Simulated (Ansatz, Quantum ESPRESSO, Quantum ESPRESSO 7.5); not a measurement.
# Ballistic transmission: vacuum gap of 5.0 Å between two Cu(111) faces

Aim: the zero-bias transmission with pwcond for this junction: vacuum gap of 5.0 Å between two Cu(111) faces.

Calculated with Quantum ESPRESSO 7.5; plane-wave DFT, PBE, GBRV ultrasoft pseudopotentials (cross-check by Ansatz 0.2.0 with PAW datasets).

### 1. The starting structure

The cell holds 12 atoms: 12 Cu. Its edges and angles: a = 2.574 Å, b = 2.574 Å, c = 28.117 Å, α = 90.0°, β = 90.0°, γ = 60.0°. It derives from Cu. Regions: left lead, 6 atoms (6 Cu); right lead, 6 atoms (6 Cu). The structure is stacked along c, and the current runs across the ab planes.

As a file:

```cif
data_structure
_symmetry_space_group_name_H-M 'P 1'
_symmetry_Int_Tables_number 1
_cell_length_a 2.5739
_cell_length_b 2.5739
_cell_length_c 28.1171
_cell_angle_alpha 90.000
_cell_angle_beta 90.000
_cell_angle_gamma 60.000
_cell_volume 161.31
loop_
_atom_site_label
_atom_site_type_symbol
_atom_site_fract_x
_atom_site_fract_y
_atom_site_fract_z
_atom_site_occupancy
Cu1 Cu 0.00000 0.00000 0.00000 1
Cu2 Cu 0.33333 0.33333 0.07474 1
Cu3 Cu 0.66667 0.66667 0.14949 1
Cu4 Cu 0.00000 0.00000 0.22423 1
Cu5 Cu 0.33333 0.33333 0.29897 1
Cu6 Cu 0.66667 0.66667 0.37371 1
Cu7 Cu 0.00000 0.00000 0.55154 1
Cu8 Cu 0.33333 0.33333 0.62629 1
Cu9 Cu 0.66667 0.66667 0.70103 1
Cu10 Cu 0.00000 0.00000 0.77577 1
Cu11 Cu 0.33333 0.33333 0.85051 1
Cu12 Cu 0.66667 0.66667 0.92526 1
```

### 2. SCF with pw.x

One periodic cell holds a stretch of lead, the junction and more lead; the atoms stay as built.

scf.in reads:

```
&control
  prefix = 'scf'
  outdir = './out'
  pseudo_dir = './pseudo'
  calculation = 'scf'
  tprnfor = .true.
/
&system
  ibrav = 0
  nat = 12
  ntyp = 1
  ecutwfc = 40
  ecutrho = 200
  occupations = 'smearing'
  smearing = 'mv'
  degauss = 0.01
/
&electrons
  conv_thr = 1e-07
  mixing_beta = 0.25
  electron_maxstep = 120
  mixing_mode = 'local-TF'
/
ATOMIC_SPECIES
  Cu  63.5460  cu_pbe_v1.2.uspp.F.UPF
CELL_PARAMETERS angstrom
  2.57386868351903 0.00000000000000 0.00000000000000
  1.28693434175952 2.22903566593269 0.00000000000000
  0.00000000000000 0.00000000000000 28.11710477835262
ATOMIC_POSITIONS crystal
  Cu  0.000000000000 0.000000000000 0.000000000000
  Cu  0.333333333000 0.333333333000 0.074742936601
  Cu  0.666666667000 0.666666667000 0.149485873202
  Cu  0.000000000000 0.000000000000 0.224228809803
  Cu  0.333333333000 0.333333333000 0.298971746404
  Cu  0.666666667000 0.666666667000 0.373714683005
  Cu  0.000000000000 0.000000000000 0.551542380394
  Cu  0.333333333000 0.333333333000 0.626285316995
  Cu  0.666666667000 0.666666667000 0.701028253596
  Cu  0.000000000000 0.000000000000 0.775771190197
  Cu  0.333333333000 0.333333333000 0.850514126798
  Cu  0.666666667000 0.666666667000 0.925257063399
K_POINTS automatic
  11 11 1 0 0 0
```

Run with:

```console
$ OMP_NUM_THREADS=1 mpirun -n 4 pw.x -nk 4 -in scf.in > scf.out
```

Log:

```text
Program PWSCF v.7.5 starts
[citation notice left out]

     Parallel version (MPI & OpenMP), running on       4 processor cores
     Number of MPI processes:                 4
     Threads/MPI process:                     1

     MPI processes distributed on     1 nodes
[...]
Current dimensions of program PWSCF are:
     Max number of different atomic species (ntypx) = 10
     Max number of k-points (npk) =  40000
     Max angular momentum in pseudopotentials (lmaxx) =  4
     Message from routine setup:
     using ibrav=0 with symmetry is DISCOURAGED, use correct ibrav instead

     K-points division:     npool     =       4
     Subspace diagonalization in iterative solution of the eigenvalue problem:
     a serial algorithm will be used

     G-vector sticks info
     --------------------
     sticks:   dense  smooth     PW     G-vecs:    dense   smooth      PW
     Sum         313     253     85                51623    37077    7155

     Using Slab Decomposition

     bravais-lattice index     =            0
     lattice parameter (alat)  =       4.8639  a.u.
     unit-cell volume          =    1088.6057 (a.u.)^3
     number of atoms/cell      =           12
     number of atomic types    =            1
     number of electrons       =       228.00
     number of Kohn-Sham states=          137
     kinetic-energy cutoff     =      40.0000  Ry
     charge density cutoff     =     200.0000  Ry
     scf convergence threshold =      1.0E-07
     mixing beta               =       0.2500
     number of iterations used =            8  local-TF  mixing
     Exchange-correlation= SLA  PW   PBE  PBE
                           (   1   4   3   4   0   0   0)

     celldm(1)=   4.863907  celldm(2)=   0.000000  celldm(3)=   0.000000
     celldm(4)=   0.000000  celldm(5)=   0.000000  celldm(6)=   0.000000

     crystal axes: (cart. coord. in units of alat)
               a(1) = (   1.000000   0.000000   0.000000 )
               a(2) = (   0.500000   0.866025   0.000000 )
               a(3) = (   0.000000   0.000000  10.924063 )

     reciprocal axes: (cart. coord. in units 2 pi/alat)
               b(1) = (  1.000000 -0.577350  0.000000 )
               b(2) = (  0.000000  1.154701  0.000000 )
               b(3) = (  0.000000  0.000000  0.091541 )

     PseudoPot. # 1 for Cu read from file:
     ./pseudo/cu_pbe_v1.2.uspp.F.UPF
     Pseudo is Ultrasoft + core correction, Zval = 19.0
     Generated by new atomic code, or converted to UPF format
     Using radial grid of  867 points,  6 beta functions with:
                l(1) =   0
                l(2) =   0
                l(3) =   1
                l(4) =   1
                l(5) =   2
                l(6) =   2
     Q(r) pseudized with  8 coefficients,  rinner =    1.150   1.150   1.150
                                                       1.150   1.150

     atomic species   valence    mass     pseudopotential
     Cu               19.00    63.54600     Cu( 1.00)

      6 Sym. Ops. (no inversion) found

   Cartesian axes

     site n.     atom                  positions (alat units)
         1        Cu     tau(   1) = (   0.0000000   0.0000000   0.0000000  )
         2        Cu     tau(   2) = (   0.5000000   0.2886751   0.8164966  )
         3        Cu     tau(   3) = (   1.0000000   0.5773503   1.6329932  )
         4        Cu     tau(   4) = (   0.0000000   0.0000000   2.4494897  )
         5        Cu     tau(   5) = (   0.5000000   0.2886751   3.2659863  )
         6        Cu     tau(   6) = (   1.0000000   0.5773503   4.0824829  )
         7        Cu     tau(   7) = (   0.0000000   0.0000000   6.0250840  )
         8        Cu     tau(   8) = (   0.5000000   0.2886751   6.8415805  )
         9        Cu     tau(   9) = (   1.0000000   0.5773503   7.6580771  )
        10        Cu     tau(  10) = (   0.0000000   0.0000000   8.4745737  )
        11        Cu     tau(  11) = (   0.5000000   0.2886751   9.2910703  )
        12        Cu     tau(  12) = (   1.0000000   0.5773503  10.1075669  )

     number of k points=    16  Marzari-Vanderbilt smearing, width (Ry)=  0.0100
                       cart. coord. in units 2pi/alat
        k(    1) = (   0.0000000   0.0000000   0.0000000), wk =   0.0165289
        k(    2) = (   0.0000000   0.1049728   0.0000000), wk =   0.0991736
        k(    3) = (   0.0000000   0.2099456   0.0000000), wk =   0.0991736
        k(    4) = (   0.0000000   0.3149183   0.0000000), wk =   0.0991736
        k(    5) = (   0.0000000   0.4198911   0.0000000), wk =   0.0991736
        k(    6) = (   0.0000000   0.5248639   0.0000000), wk =   0.0991736
        k(    7) = (   0.0909091   0.1574592   0.0000000), wk =   0.0991736
        k(    8) = (   0.0909091   0.2624319   0.0000000), wk =   0.1983471
        k(    9) = (   0.0909091   0.3674047   0.0000000), wk =   0.1983471
        k(   10) = (   0.0909091   0.4723775   0.0000000), wk =   0.1983471
[...]
k(   16) = (   0.2727273  -0.5773503   0.0000000), wk =   0.0991736

     Dense  grid:    51623 G-vectors     FFT dimensions: (  24,  24, 240)

     Smooth grid:    37077 G-vectors     FFT dimensions: (  20,  20, 216)

     Estimated max dynamical RAM per process >     158.15 MB

     Estimated total dynamical RAM >     594.79 MB

     Check: negative core charge=   -0.000001

     Initial potential from superposition of free atoms

     starting charge     216.0000, renormalised to     228.0000
     Starting wfcs are  156 randomized atomic wfcs

     total cpu time spent up to now is        2.1 secs

     per-process dynamical memory:    93.9 Mb

     Self-consistent Calculation

     iteration #  1     ecut=    40.00 Ry     beta= 0.25
     Davidson diagonalization with overlap
     ethr =  1.00E-02,  avg # of iterations =  3.4

     total cpu time spent up to now is        9.5 secs

     total energy              =   -4844.17123223 Ry
     estimated scf accuracy    <      72.39581047 Ry

     iteration #  2     ecut=    40.00 Ry     beta= 0.25
[...]
total energy              =   -4842.39140913 Ry
     estimated scf accuracy    <      14.78540564 Ry

     iteration #  3     ecut=    40.00 Ry     beta= 0.25
[...]
total energy              =   -4845.27048766 Ry
     estimated scf accuracy    <       0.12036671 Ry

     iteration #  4     ecut=    40.00 Ry     beta= 0.25
[...]
c_bands:  4 eigenvalues not converged
[...]
10.6919  10.6968  10.7064  10.7180  10.7267  10.7326  10.7370  10.7606
    10.7750  10.7831  10.7951  10.8042  10.8094  10.8361  10.8496  10.8551
    10.8748  10.9588  11.0078  11.0457  11.1109  11.1123  11.2074  11.2916
    11.2969  11.3550  11.3641  11.4192  11.4325  11.4789  11.4832  11.5283
    11.5591  11.5919  11.6465  11.6769  11.6782  11.7782  11.8119  11.8791
    11.8901  11.9645  12.0482  12.0517  12.1134  12.4907  12.8838  13.6221
    13.9479  17.8134  18.3239  20.2882  20.3572  23.1281  23.5061  26.5836
    26.9156  30.3759  30.4970  31.1854  31.3436  31.6064  31.9760  32.4060
    32.8508

          k = 0.0000 0.2099 0.0000 (  4621 PWs)   bands (ev):

   -98.9274 -98.9270 -98.9251 -98.9244 -98.9214 -98.9194 -98.9185 -98.9162
   -98.8812 -98.8812 -98.5696 -98.5696 -56.3511 -56.3456 -56.3366 -56.3256
   -56.3163 -56.3101 -56.3047 -56.3029 -56.2998 -56.2971 -56.2917 -56.2910
   -56.2895 -56.2892 -56.2882 -56.2865 -56.2852 -56.2829 -56.2795 -56.2760
   -56.2755 -56.2740 -56.2706 -56.2697 -56.2627 -56.2626 -56.2536 -56.2536
   -56.2392 -56.2392 -55.9667 -55.9666 -55.9502 -55.9502 -55.9268 -55.9268
     5.3865   5.5544   5.8326   6.2118   6.6676   7.1994   7.7432   8.2961
     8.7247   9.0150   9.1430   9.1711   9.9960  10.0667  10.1484  10.1807
    10.2077  10.2607  10.2731  10.3441  10.3734  10.4186  10.4361  10.5085
    10.5702  10.6293  10.6652  10.7237  10.7787  10.7856  10.7953  10.7981
    10.8169  10.8462  10.8802  10.9266  10.9336  10.9584  10.9651  11.0002
    11.0211  11.0229  11.0497  11.1015  11.1039  11.1490  11.1617  11.2320
    11.2411  11.3083  11.3172  11.3701  11.3841  11.4561  11.4886  11.5208
    11.5748  11.5997  11.6263  11.6934  11.7498  11.7865  11.8879  11.9771
    12.0159  12.0527  12.0587  12.3048  12.7030  13.3289  13.9013  14.9891
    15.0497  18.2054  18.7909  20.9057  20.9353  23.7855  24.0896  26.8783
    26.9247  27.1751  27.3118  27.6147  27.7324  28.1480  28.7199  29.3373
    30.1030

          k = 0.0000 0.3149 0.0000 (  4640 PWs)   bands (ev):

   -98.9242 -98.9240 -98.9223 -98.9219 -98.9191 -98.9176 -98.9169 -98.9147
   -98.8789 -98.8789 -98.5673 -98.5673 -56.3449 -56.3413 -56.3380 -56.3346
   -56.3294 -56.3277 -56.3247 -56.3217 -56.3160 -56.3142 -56.3082 -56.2999
   -56.2958 -56.2953 -56.2936 -56.2924 -56.2908 -56.2873 -56.2849 -56.2804
   -56.2802 -56.2785 -56.2758 -56.2752 -56.2750 -56.2730 -56.2609 -56.2609
   -56.2445 -56.2445 -55.9876 -55.9876 -55.9556 -55.9556 -55.9246 -55.9246
     6.5698   6.7184   6.9625   7.2882   7.6689   8.0927   8.5018   8.8850
     9.1835   9.3963   9.5383   9.5691   9.6762   9.7294   9.8059   9.9020
    10.0111  10.1243  10.1843  10.2228  10.2673  10.3307  10.3400  10.3829
    10.4601  10.5827  10.6713  10.7339  10.7686  10.7852  10.7905  10.8312
    10.8393  10.8928  10.9251  10.9575  11.0062  11.0290  11.0742  11.1117
    11.1309  11.2050  11.2630  11.3224  11.3742  11.3813  11.4197  11.4281
    11.4553  11.4655  11.4755  11.5058  11.5663  11.5713  11.6258  11.6764
    11.7144  11.7350  11.7761  11.8115  11.8253  11.8971  11.9729  11.9896
    12.0618  12.0711  12.3703  12.8506  13.4582  14.3005  15.0704  16.3488
    16.6418  18.9951  19.6356  21.6990  21.9163  22.8014  23.2182  23.3987
    23.7638  24.1932  24.7907  24.8610  25.2130  25.4806  26.1891  26.9343
    27.8561

          k = 0.0000 0.4199 0.0000 (  4646 PWs)   bands (ev):

   -98.9211 -98.9210 -98.9198 -98.9196 -98.9169 -98.9160 -98.9155 -98.9135
   -98.8768 -98.8768 -98.5651 -98.5651 -56.3538 -56.3521 -56.3501 -56.3479
   -56.3451 -56.3430 -56.3398 -56.3349 -56.3245 -56.3182 -56.3111 -56.3046
   -56.3015 -56.3009 -56.2994 -56.2978 -56.2959 -56.2939 -56.2898 -56.2887
   -56.2855 -56.2849 -56.2828 -56.2820 -56.2791 -56.2772 -56.2630 -56.2630
   -56.2493 -56.2493 -56.0068 -56.0068 -55.9605 -55.9605 -55.9227 -55.9226
     7.8840   7.9819   8.1355   8.3192   8.5069   8.6875   8.8572   9.0317
     9.2134   9.3941   9.4322   9.4769   9.5375   9.5711   9.6170   9.6895
     9.8168   9.9514  10.0941  10.2486  10.4030  10.4897  10.5520  10.6054
    10.6335  10.6673  10.6855  10.6920  10.7318  10.7524  10.7877  10.8501
    10.8689  10.9498  10.9754  11.1203  11.1671  11.2747  11.3734  11.4264
    11.5181  11.5620  11.6299  11.6686  11.7468  11.7623  11.7641  11.7807
    11.8067  11.8104  11.8364  11.8419  11.8739  11.8826  11.8875  11.8925
    11.9212  11.9932  12.0036  12.0396  12.0399  12.0638  12.0787  12.1453
    12.1464  12.3867  12.9840  13.7001  14.5079  15.4613  16.3818  17.5041
    18.4353  18.9707  19.2322  19.5830  20.0915  20.5270  20.9377  21.5423
    21.7378  22.0814  22.6888  23.2939  23.4556  23.9941  24.3706  25.1523
    26.0735

          k = 0.0000 0.5249 0.0000 (  4648 PWs)   bands (ev):

   -98.9191 -98.9190 -98.9183 -98.9182 -98.9155 -98.9153 -98.9148 -98.9129
   -98.8756 -98.8756 -98.5639 -98.5639 -56.3645 -56.3632 -56.3588 -56.3571
   -56.3558 -56.3539 -56.3499 -56.3477 -56.3187 -56.3184 -56.3102 -56.3053
   -56.3049 -56.3042 -56.3018 -56.3009 -56.2992 -56.2989 -56.2932 -56.2927
   -56.2887 -56.2876 -56.2853 -56.2846 -56.2815 -56.2798 -56.2641 -56.2641
   -56.2522 -56.2522 -56.0182 -56.0182 -55.9634 -55.9634 -55.9215 -55.9215
     8.5641   8.6513   8.7868   8.8142   8.8667   8.9307   8.9521   9.0236
     9.1361   9.2767   9.2976   9.3474   9.4205   9.4696   9.5076   9.5819
     9.7101   9.8625  10.0443  10.2467  10.4195  10.5318  10.5876  10.6051
    10.6274  10.6460  10.6879  10.6925  10.7982  10.8502  10.8838  10.9349
    11.0955  11.1319  11.1916  11.2706  11.4384  11.4503  11.5559  11.6258
    11.7417  11.7800  11.8976  11.9047  11.9658  11.9698  11.9735  11.9755
    11.9806  11.9873  12.0002  12.0191  12.0372  12.0499  12.0731  12.0870
    12.1026  12.1228  12.3290  12.3290  12.4538  12.8140  13.1484  13.4077
    13.5940  13.8036  14.1592  14.6752  15.1553  15.5915  15.8231  15.9598
    17.4366  17.6566  17.9853  18.4840  18.8471  19.3497  19.9732  20.6011
    20.8309  21.3978  21.5021  22.2064  22.7487  23.2919  23.6206  24.0800
    25.0873

[...]
the Fermi energy is    13.5856 ev

!    total energy              =   -4845.32079259 Ry
     estimated scf accuracy    <       0.00000001 Ry
     smearing contrib. (-TS)   =       0.00037119 Ry
     internal energy E=F+TS    =   -4845.32116378 Ry

     The total energy is F=E-TS. E is the sum of the following terms:
     one-electron contribution =   -6404.09961067 Ry
     hartree contribution      =    3319.75550040 Ry
     xc contribution           =    -465.57631544 Ry
     ewald contribution        =   -1295.40073808 Ry

     convergence has been achieved in  16 iterations

     Forces acting on atoms (cartesian axes, Ry/au):

     atom    1 type  1   force =     0.00000000    0.00000000    0.00132023
     atom    2 type  1   force =     0.00000000    0.00000000   -0.00144217
     atom    3 type  1   force =     0.00000000    0.00000000    0.00037954
     atom    4 type  1   force =     0.00000000    0.00000000    0.00093067
     atom    5 type  1   force =     0.00000000    0.00000000    0.00273215
     atom    6 type  1   force =     0.00000000    0.00000000   -0.00341683
     atom    7 type  1   force =     0.00000000    0.00000000    0.00341872
     atom    8 type  1   force =     0.00000000    0.00000000   -0.00273307
     atom    9 type  1   force =     0.00000000    0.00000000   -0.00093025
     atom   10 type  1   force =     0.00000000    0.00000000   -0.00037920
     atom   11 type  1   force =     0.00000000    0.00000000    0.00143938
     atom   12 type  1   force =     0.00000000    0.00000000   -0.00131918

     Total force =     0.006925     Total SCF correction =     0.000558

[...]
=------------------------------------------------------------------------------=
   JOB DONE.
=------------------------------------------------------------------------------=
```

The job ended after 93 s (4 MPI ranks of Arm Neoverse V2, shared host; peak memory 0.76 GiB).

This step gave:

| Quantity | Value |
| --- | --- |
| free energy | -65923.9478 eV |
| Fermi energy | 13.59 eV |

The program's own clock; routines nest. Time by routine:

| routine | wall time (s) | calls |
| --- | --- | --- |
| PWSCF | 92.24 | 1 |
| electrons | 89.25 | 1 |
| c_bands | 79.95 | 16 |
| cegterg | 73.91 | 64 |
| h_psi | 30.08 | 259 |
| fftw | 15.65 | 52742 |
| vloc_psi | 15.47 | 259 |
| calbec | 10.55 | 339 |
| s_psi | 7.09 | 259 |
| add_vuspsi | 7.09 | 259 |
| h_psi:calbec | 7.07 | 259 |
| sum_band | 6.94 | 16 |
| cdiaghg | 6.1 | 255 |
| init_run | 1.96 | 1 |

The run needed 16 iterations to bring the estimated error under 1e-07 Ry; the largest force on any atom, held or free, is 0.09 eV/Å.

[end of part 1 of 3]

[Logs are printed without paths, hosts, clocks, repeated set-up lines and the standing remarks that a program may print on its own settings, such as how far it seeks lower states.]

[Hosts, paths, dates, database ids (printed as entryN), source tags and the programs' standing remarks are cut or masked in the printed files.]

[Maps of the electrostatic potential energy from Ansatz leave out the sawtooth potential of an applied field or a dipole correction, so their vacuum need not be flat; planar profiles and work functions include it.]
